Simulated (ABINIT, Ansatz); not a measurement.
## LiBeH3 (Pm-3m): phonons by linear response

Aim: the phonon dispersion of LiBeH3 (Pm-3m), checked by a second program.

Method: DFT LDA, scalar-relativistic, plane waves, PseudoDojo norm-conserving pseudopotentials, in ABINIT 10.8.3.

The structure was built from a prototype and need not be the compound's stable phase.

## (1) The starting structure

Symmetry: Pm-3m, No. 221, cubic system. Conventional cell: a = 3.121 Å, b = 3.121 Å, c = 3.121 Å, α = 90.00°, β = 90.00°, γ = 90.00°. Li has 12 H at 2.21 Å nearest. Be has 6 H at 1.56 Å nearest. Nearest to H lie 2 Be at 1.56 Å. Farther neighbours are not listed.

## (2) Relaxation

The harmonic expansion needs vanishing forces, and a free crystal bears no stress, so cell and atoms are brought to rest. Stress is more sensitive to the basis than forces are: the last 3 Ha under the cutoff are smoothed with ecutsm, and the cutoff is raised above that of the later runs.

The starting cell comes from a relaxation made beforehand in Ansatz (LDA, PseudoDojo NC).

The input, relax.abi:

```
# relaxation
ionmov 2
optcell 2
dilatmx 1.08
ntime 40
tolmxf 1.0d-05
tolvrs 1.0d-14
prtwf 0
prtden 0
chksymtnons 0

# basis, mesh and filling
ecut 47.0
ecutsm 3.0
ngkpt 8 8 8
nshiftk 1
shiftk 0.0 0.0 0.0
istwfk *1
occopt 1
nband 5
nstep 100
diemac 9.0
prtebands 0
prtgsr 0
useylm 1

# cell and atoms
acell 5.898650601 5.898650601 5.898650601
rprim 
    1.0 0.0 0.0
    0.0 1.0 0.0
    0.0 0.0 1.0
ntypat 3
znucl 3 4 1
natom 5
typat 1 2 3 3 3
xred 
    0.0 0.0 0.0
    0.5 0.5 0.5
    0.5 0.5 0.0
    0.5 0.0 0.5
    0.0 0.5 0.5
pp_dirpath "./pseudo"
pseudos "Li.upf, Be.upf, H.upf"
```

Run with:

```sh
> OMP_NUM_THREADS=1 mpirun -n 4 abinit relax.abi > relax.log
```

Numbers of over 12 decimals in the logs are rounded to 6 here.

relax.abo, the main output file:

```text
[banners, grids, parts of the stress and lines that vanish by symmetry left out]
- input  file    -> relax.abi
- output file    -> relax.abo
- root for input  files -> relaxi
[...]
Symmetries : space group Pm -3 m (#221); Bravais cP (primitive cubic)
[...]
mpw =        4012          nfft =       64000          nkpt =          35
[...]
== DATASET  1 ==================================================================
[...]
cutoff_energies: {ecut:  47.0, pawecutdg:  -1.0, }
[...]
ETOT  1  -22.680839382028    -2.268E+01 1.632E-01 1.046E+02
 ETOT  2  -22.696533042393    -1.569E-02 6.167E-08 3.161E+00
 ETOT  3  -22.696690079139    -1.570E-04 7.508E-07 7.038E-02
 ETOT  4  -22.696694121667    -4.043E-06 5.596E-08 2.225E-04
 ETOT  5  -22.696694128554    -6.887E-09 1.001E-10 1.007E-06
[...]
At SCF step    9       vres2   =  3.30E-16 < tolvrs=  1.00E-14 =>converged.
[...]
sigma(1 1)=  5.57404006E-07  sigma(3 2)=  0.00000000E+00
  sigma(2 2)=  5.57404006E-07  sigma(3 1)=  0.00000000E+00
  sigma(3 3)=  5.57404006E-07  sigma(2 1)=  0.00000000E+00
[...]
convergence: {deltae:  7.390E-13, res2:  3.304E-16, residm:  7.322E-20, diffor: null, }
etotal    :  -2.26966941E+01
[...]
ETOT  1  -22.696694131871    -2.270E+01 6.531E-14 2.276E-05
[...]
At SCF step    6       vres2   =  5.22E-15 < tolvrs=  1.00E-14 =>converged.
[...]
sigma(1 1)=  4.41017910E-07  sigma(3 2)=  0.00000000E+00
  sigma(2 2)=  4.41017910E-07  sigma(3 1)=  0.00000000E+00
  sigma(3 3)=  4.41017910E-07  sigma(2 1)=  0.00000000E+00
[...]
convergence: {deltae: -5.045E-13, res2:  5.223E-15, residm:  1.673E-18, diffor: null, }
etotal    :  -2.26966941E+01
[...]
ETOT  1  -22.696694115717    -2.270E+01 3.340E-11 3.267E-04
[...]
ETOT  6  -22.696694142325    -3.695E-13 1.981E-17 7.506E-14
 ETOT  7  -22.696694142325     2.629E-13 1.165E-20 7.229E-16
 At SCF step    7       vres2   =  7.23E-16 < tolvrs=  1.00E-14 =>converged.
[...]
sigma(1 1)= -7.42913743E-11  sigma(3 2)=  0.00000000E+00
  sigma(2 2)= -7.42913751E-11  sigma(3 1)=  0.00000000E+00
  sigma(3 3)= -7.42913743E-11  sigma(2 1)=  0.00000000E+00
[...]
convergence: {deltae:  2.629E-13, res2:  7.229E-16, residm:  1.165E-20, diffor: null, }
etotal    :  -2.26966941E+01
[...]
At Broyd/MD step   3, gradients are converged :
[...]
sigma(1 1)= -7.42913743E-11  sigma(3 2)=  0.00000000E+00
  sigma(2 2)= -7.42913751E-11  sigma(3 1)=  0.00000000E+00
  sigma(3 3)= -7.42913743E-11  sigma(2 1)=  0.00000000E+00
[...]
- sigma(1 1)= -2.18572769E-06  sigma(3 2)=  0.00000000E+00
- sigma(2 2)= -2.18572772E-06  sigma(3 1)=  0.00000000E+00
- sigma(3 3)= -2.18572769E-06  sigma(2 1)=  0.00000000E+00
[...]
fcart     -0.0000000000E+00 -0.0000000000E+00 -0.0000000000E+00
           strten     -7.4291374268E-11 -7.4291375135E-11 -7.4291374268E-11
================================================================================

[key lines of the parts left out:]
pressure_GPa:   2.1857E-06
Total energy (etotal) [Ha]= -2.26966941423247E+01
```

Elapsed: 8 s, on 4 MPI ranks of Intel Xeon 6975P-C (Granite Rapids), shared host; 31 s of CPU time.

Little changed from the start: no atom moved by 0.005 Å and no cell edge by 0.1 %.

This step gave:

```
volume per atom : 6.081 Å³
pressure        : 2.19e-6 GPa
```

## (3) Ground state

First-order wavefunctions inherit every error of the ground state, hence the very tight tolvrs.

The input, gs.abi:

```
# ground state
tolvrs 1.0d-16
prtden 1
prtwf 1
prtpot 1

# basis, mesh and filling
ecut 38.0
ngkpt 8 8 8
nshiftk 1
shiftk 0.0 0.0 0.0
istwfk *1
occopt 1
nband 5
nstep 100
diemac 9.0
prtebands 0
prtgsr 0
useylm 1

# cell and atoms
acell 5.898178287 5.898178287 5.898178287
rprim 
    1.0 0.0 0.0
    0.0 1.0 0.0
    0.0 0.0 1.0
ntypat 3
znucl 3 4 1
natom 5
typat 1 2 3 3 3
xred 
    0.0 0.0 0.0
    0.5 0.5 0.5
    0.5 0.5 0.0
    0.5 0.0 0.5
    0.0 0.5 0.5
pp_dirpath "./pseudo"
pseudos "Li.upf, Be.upf, H.upf"
```

Run with:

```sh
> OMP_NUM_THREADS=1 mpirun -n 4 abinit gs.abi > gs.log
```

gs.abo, the main output file:

```text
[banners, grids, parts of the stress and lines that vanish by symmetry left out]
- input  file    -> gs.abi
- output file    -> gs.abo
- root for input  files -> gsi
[...]
Symmetries : space group Pm -3 m (#221); Bravais cP (primitive cubic)
[...]
mpw =        2320          nfft =       46656          nkpt =          35
[...]
== DATASET  1 ==================================================================
[...]
cutoff_energies: {ecut:  38.0, pawecutdg:  -1.0, }
[...]
ETOT  1  -22.678187723268    -2.268E+01 1.404E-01 7.598E+01
 ETOT  2  -22.696308961861    -1.812E-02 1.004E-07 2.358E+00
 ETOT  3  -22.696472282747    -1.633E-04 6.593E-07 4.864E-02
 ETOT  4  -22.696475996395    -3.714E-06 5.733E-08 1.590E-04
 ETOT  5  -22.696476003204    -6.809E-09 9.593E-11 1.029E-06
[...]
ETOT  9  -22.696476003252    -1.776E-14 1.490E-19 1.743E-16
 ETOT 10  -22.696476003252    -4.263E-13 5.544E-22 8.404E-19
 At SCF step   10       vres2   =  8.40E-19 < tolvrs=  1.00E-16 =>converged.
[...]
sigma(1 1)=  1.46283818E-05  sigma(3 2)=  0.00000000E+00
  sigma(2 2)=  1.46283818E-05  sigma(3 1)=  0.00000000E+00
  sigma(3 3)=  1.46283818E-05  sigma(2 1)=  0.00000000E+00
[...]
convergence: {deltae: -4.263E-13, res2:  8.404E-19, residm:  5.544E-22, diffor: null, }
etotal    :  -2.26964760E+01
[...]
sigma(1 1)=  1.46283818E-05  sigma(3 2)=  0.00000000E+00
  sigma(2 2)=  1.46283818E-05  sigma(3 1)=  0.00000000E+00
  sigma(3 3)=  1.46283818E-05  sigma(2 1)=  0.00000000E+00
[...]
- sigma(1 1)=  4.30381853E-01  sigma(3 2)=  0.00000000E+00
- sigma(2 2)=  4.30381853E-01  sigma(3 1)=  0.00000000E+00
- sigma(3 3)=  4.30381853E-01  sigma(2 1)=  0.00000000E+00
[...]
fcart     -0.0000000000E+00 -0.0000000000E+00 -0.0000000000E+00
           strten      1.4628381849E-05  1.4628381849E-05  1.4628381849E-05
================================================================================

[key lines of the parts left out:]
pressure_GPa:  -4.3038E-01
```

Wall time 3.4 s (4 MPI ranks).

Read from the output:

- pressure: -0.4304 GPa

The cell stands at -0.43 GPa: the relaxation ran with a smoothed and higher cutoff, and the difference is a stress of the finite basis.

## (4) The gap at rest

Empty bands on the ground state's density check that the gap assumed so far is there in this cell.

The input, gap.abi:

```
# empty bands on the ground state's density
iscf -2
getden_filepath "gso_DEN"
tolwfr 1.0d-12
nbdbuf 2
prtwf 0

# basis, mesh and filling
ecut 38.0
ngkpt 8 8 8
nshiftk 1
shiftk 0.0 0.0 0.0
istwfk *1
occopt 1
nband 9
nstep 100
diemac 9.0
prtebands 0
prtgsr 0
useylm 1

# cell and atoms
acell 5.898178287 5.898178287 5.898178287
rprim 
    1.0 0.0 0.0
    0.0 1.0 0.0
    0.0 0.0 1.0
ntypat 3
znucl 3 4 1
natom 5
typat 1 2 3 3 3
xred 
    0.0 0.0 0.0
    0.5 0.5 0.5
    0.5 0.5 0.0
    0.5 0.0 0.5
    0.0 0.5 0.5
pp_dirpath "./pseudo"
pseudos "Li.upf, Be.upf, H.upf"
```

Run with:

```sh
> OMP_NUM_THREADS=1 mpirun -n 4 abinit gap.abi > gap.log
```

gap.abo, the main output file:

```text
[banners, grids, parts of the stress and lines that vanish by symmetry left out]
- input  file    -> gap.abi
- output file    -> gap.abo
- root for input  files -> gapi
[...]
Symmetries : space group Pm -3 m (#221); Bravais cP (primitive cubic)
[...]
mpw =        2320          nfft =       46656          nkpt =          35
[...]
== DATASET  1 ==================================================================
[...]
cutoff_energies: {ecut:  38.0, pawecutdg:  -1.0, }
[...]
-outvars: echo values of variables after computation
            acell      5.8981782870E+00  5.8981782870E+00  5.8981782870E+00 Bohr
================================================================================
```

Wall time 2.8 s (4 MPI ranks); 10 s of CPU time.

Numbers from this step:

* gap on the k-mesh: 1.210 eV

In this cell the gap on the mesh is 1.2 eV, indirect (smallest direct 2.9 eV), so fixed occupations hold.

## (5) Linear response at Γ

The derivative of the wavefunctions by k comes first, since the response to a field is built on it; then the field and the displacements that symmetry doesn't supply are solved at q = 0.

It reads the wavefunctions written in step 3.

The input, dfpt_gamma.abi:

```
ndtset 2

# common to the responses
getwfk_filepath "gso_WFK"
kptopt 2
nqpt 1
qpt 0.0 0.0 0.0
asr 0
chneut 0

# d/dk
rfelfd1 2
rfdir1 1 1 1
iscf1 -3
tolwfr1 1.0d-20

# displacements, field
rfphon2 1
rfatpol2 1 5
rfdir2 1 1 1
rfelfd2 3
getddk2 1
tolvrs2 1.0d-10
prtwf2 0
prtpot2 1

# basis, mesh and filling
ecut 38.0
ngkpt 8 8 8
nshiftk 1
shiftk 0.0 0.0 0.0
istwfk *1
occopt 1
nband 5
nstep 100
diemac 9.0
prtebands 0
prtgsr 0
useylm 1

# cell and atoms
acell 5.898178287 5.898178287 5.898178287
rprim 
    1.0 0.0 0.0
    0.0 1.0 0.0
    0.0 0.0 1.0
ntypat 3
znucl 3 4 1
natom 5
typat 1 2 3 3 3
xred 
    0.0 0.0 0.0
    0.5 0.5 0.5
    0.5 0.5 0.0
    0.5 0.0 0.5
    0.0 0.5 0.5
pp_dirpath "./pseudo"
pseudos "Li.upf, Be.upf, H.upf"
```

Run with:

```sh
> OMP_NUM_THREADS=1 mpirun -n 4 abinit dfpt_gamma.abi > dfpt_gamma.log
```

dfpt_gamma.abo, the main output file:

```text
[banners, grids, parts of the stress and lines that vanish by symmetry left out]
- input  file    -> dfpt_gamma.abi
- output file    -> dfpt_gamma.abo
- root for input  files -> dfpt_gammai
[...]
DATASET    1 : space group Pm -3 m (#221); Bravais cP (primitive cubic)
[...]
nfft =       46656          nkpt =         260
[...]
DATASET    2 : space group Pm -3 m (#221); Bravais cP (primitive cubic)
[...]
nfft =       46656          nkpt =         260
[...]
== DATASET  1 ==================================================================
[...]
cutoff_energies: {ecut:  38.0, pawecutdg:  -1.0, }
[...]
-  1.00000   1.00000  180309                  znucl, zion, pspdat
[...]
Perturbation : derivative vs k along direction   1
[...]
-ETOT  1  -12.243791372130     -1.224E+01 1.227E-01 0.000E+00
 ETOT  2  -12.247279987955     -3.489E-03 4.339E-05 0.000E+00
 ETOT  3  -12.247281379680     -1.392E-06 4.834E-08 0.000E+00
 ETOT  4  -12.247281380515     -8.350E-10 2.394E-11 0.000E+00
 ETOT  5  -12.247281380515     -6.466E-13 2.452E-14 0.000E+00
[...]
At SCF step    8   max residual=  9.95E-21 < tolwfr=  1.00E-20 =>converged.
[...]
Perturbation : derivative vs k along direction   2
[...]
-ETOT  1  -12.243792608003     -1.224E+01 1.087E-01 0.000E+00
[...]
At SCF step    8   max residual=  9.95E-21 < tolwfr=  1.00E-20 =>converged.
[...]
Perturbation : derivative vs k along direction   3
[...]
-ETOT  1  -12.243791373333     -1.224E+01 1.227E-01 0.000E+00
[...]
At SCF step    8   max residual=  9.95E-21 < tolwfr=  1.00E-20 =>converged.
[...]
1        1       1.1615504127   -0.0000000000
     1        2       0.0000000000    0.0000000000
     1        3       0.0000000000    0.0000000000
     2        1       0.0000000000    0.0000000000
     2        2       1.1615504127    0.0000000000
     2        3       0.0000000000    0.0000000000
     3        1       0.0000000000    0.0000000000
     3        2       0.0000000000    0.0000000000
     3        3       1.1615504127   -0.0000000000
[...]
== DATASET  2 ==================================================================
[...]
cutoff_energies: {ecut:  38.0, pawecutdg:  -1.0, }
[...]
Perturbation : displacement of atom   1   along direction   1
[...]
-ETOT  1  0.394504     -1.179E+03 1.504E+01 2.854E+02
[...]
At SCF step    8       vres2   =  1.28E-12 < tolvrs=  1.00E-10 =>converged.
[...]
Perturbation : displacement of atom   2   along direction   1
[...]
-ETOT  1   2.902417     -2.744E+03 5.848E+01 2.155E+03
[...]
At SCF step    8       vres2   =  2.09E-12 < tolvrs=  1.00E-10 =>converged.
[...]
Perturbation : displacement of atom   3   along direction   1
[...]
-ETOT  1  0.951776     -3.647E+01 2.137E-01 5.607E+02
[...]
At SCF step    8       vres2   =  2.54E-13 < tolvrs=  1.00E-10 =>converged.
[...]
Perturbation : displacement of atom   3   along direction   3
[...]
-ETOT  1   2.904887     -3.971E+01 2.376E-01 2.154E+03
[...]
At SCF step    8       vres2   =  1.24E-12 < tolvrs=  1.00E-10 =>converged.
[...]
Perturbation : homogeneous electric field along direction   1
[...]
-ETOT  1  -112.36577193850     -1.124E+02 6.408E+00 2.210E+03
[...]
ETOT  7  -113.19104038072     -2.430E-11 1.121E-13 9.203E-10
 ETOT  8  -113.19104038072      1.279E-13 4.598E-16 3.860E-12
 At SCF step    8       vres2   =  3.86E-12 < tolvrs=  1.00E-10 =>converged.
[...]
Dielectric tensor, in cartesian coordinates,
[...]
1    7   1    7         7.1086365077        -0.0000000000
   1    7   2    7        -0.0000000000        -0.0000000000
   1    7   3    7        -0.0000000000        -0.0000000000
   2    7   1    7        -0.0000000000        -0.0000000000
   2    7   2    7         7.1086365077        -0.0000000000
   2    7   3    7        -0.0000000000        -0.0000000000
   3    7   1    7        -0.0000000000        -0.0000000000
   3    7   2    7        -0.0000000000        -0.0000000000
   3    7   3    7         7.1086365077        -0.0000000000
  Effective charges, in cartesian coordinates,
[...]
1    1   1    7         1.2554179938         0.0000000000
   2    1   1    7         0.0000000000         0.0000000000
   3    1   1    7         0.0000000000         0.0000000000
   1    2   1    7         2.2518058490         0.0000000000
   2    2   1    7         0.0000000000         0.0000000000
[...]
Effective charges, in cartesian coordinates,
[...]
2    7   1    5         0.0000000000         0.0000000000
   3    7   1    5         0.0000000000         0.0000000000
   1    7   2    5         0.0000000000         0.0000000000
   2    7   2    5        -0.7574597333         0.0000000000
   3    7   2    5         0.0000000000         0.0000000000
   1    7   3    5         0.0000000000         0.0000000000
   2    7   3    5         0.0000000000         0.0000000000
   3    7   3    5        -0.7574597333         0.0000000000
  Phonon wavevector (reduced coordinates) :  0.00000  0.00000  0.00000
 Phonon energies in Hartree :
[...]
Phonon frequencies in cm-1    :
-  4.312670E-01  4.312673E-01  4.312680E-01  1.149963E+02  1.149963E+02
-  1.149963E+02  5.766282E+02  5.766282E+02  5.766282E+02  8.071862E+02
-  8.071862E+02  8.071862E+02  1.446603E+03  1.446603E+03  1.446603E+03
  Phonon at Gamma, with non-analyticity in the
[...]
Phonon energies in Hartree :
[...]
Phonon frequencies in cm-1    :
-  4.312670E-01  4.312673E-01  1.516741E+00  1.149963E+02  1.149963E+02
-  2.317722E+02  5.766282E+02  5.766282E+02  8.071862E+02  8.071862E+02
-  8.071862E+02  9.715153E+02  1.446603E+03  1.446603E+03  1.680495E+03
  Phonon at Gamma, with non-analyticity in the
[...]
Phonon energies in Hartree :
[...]
Phonon frequencies in cm-1    :
-  4.312670E-01  4.312680E-01  1.516741E+00  1.149963E+02  1.149963E+02
-  2.317722E+02  5.766282E+02  5.766282E+02  8.071862E+02  8.071862E+02
-  8.071862E+02  9.715153E+02  1.446603E+03  1.446603E+03  1.680495E+03
  Phonon at Gamma, with non-analyticity in the
[...]
Phonon energies in Hartree :
[...]
Phonon frequencies in cm-1    :
-  4.312673E-01  4.312680E-01  1.516741E+00  1.149963E+02  1.149963E+02
-  2.317722E+02  5.766282E+02  5.766282E+02  8.071862E+02  8.071862E+02
-  8.071862E+02  9.715153E+02  1.446603E+03  1.446603E+03  1.680495E+03
[...]
fcart2     0.0000000000E+00  0.0000000000E+00  0.0000000000E+00
           strten2     0.0000000000E+00  0.0000000000E+00  0.0000000000E+00
================================================================================
```

Elapsed: 50 s, on 4 MPI ranks; 3.3 min of CPU time.

This step gave:

| Quantity | Value |
| --- | --- |
| miss of the charge sum rule | 0.05239 e |
| largest acoustic frequency at the zone centre before the sum rule | 0.43 cm⁻¹ |
| highest optical zone-centre mode (no LO-TO term) | 1447 cm⁻¹ |
| lowest optical zone-centre mode | 115 cm⁻¹ |
| mean high-frequency dielectric constant | 7.109 |
| largest Born charge in size (third of the trace) | 2.252 e |

Born charge (rows field, columns displacement), before the sum rule (e), principal values of the symmetric part by kind of site:

```tsv
atom	atoms with these values	low	middle	high	mean
Li1	1	1.26	1.26	1.26	1.26
Be2	1	2.25	2.25	2.25	2.25
H3	3	-2.04	-0.76	-0.76	-1.19
```

In full for Li1:

```
1.26 0.00 0.00
0.00 1.26 0.00
0.00 0.00 1.26
```

High-frequency dielectric tensor:

```
7.11 0.00 0.00
0.00 7.11 0.00
0.00 0.00 7.11
```

The acoustic modes at Γ come out as far as 0.4 cm⁻¹ from zero, where they should vanish, a small numerical error; the Born charges miss their sum rule by 0.052 e, too much: mesh or cutoff is short for the field response.

(Part 1 of 4 ends here.)

[Host names and launcher messages were left out of these logs when they were recorded.]

[Logs are printed without paths, hosts, clocks, repeated set-up lines and the standing remarks that a program may print on its own settings, such as how far it seeks lower states.]

[Hosts, paths, dates, database ids (printed as entryN), source tags and the programs' standing remarks are cut or masked in the printed files.]
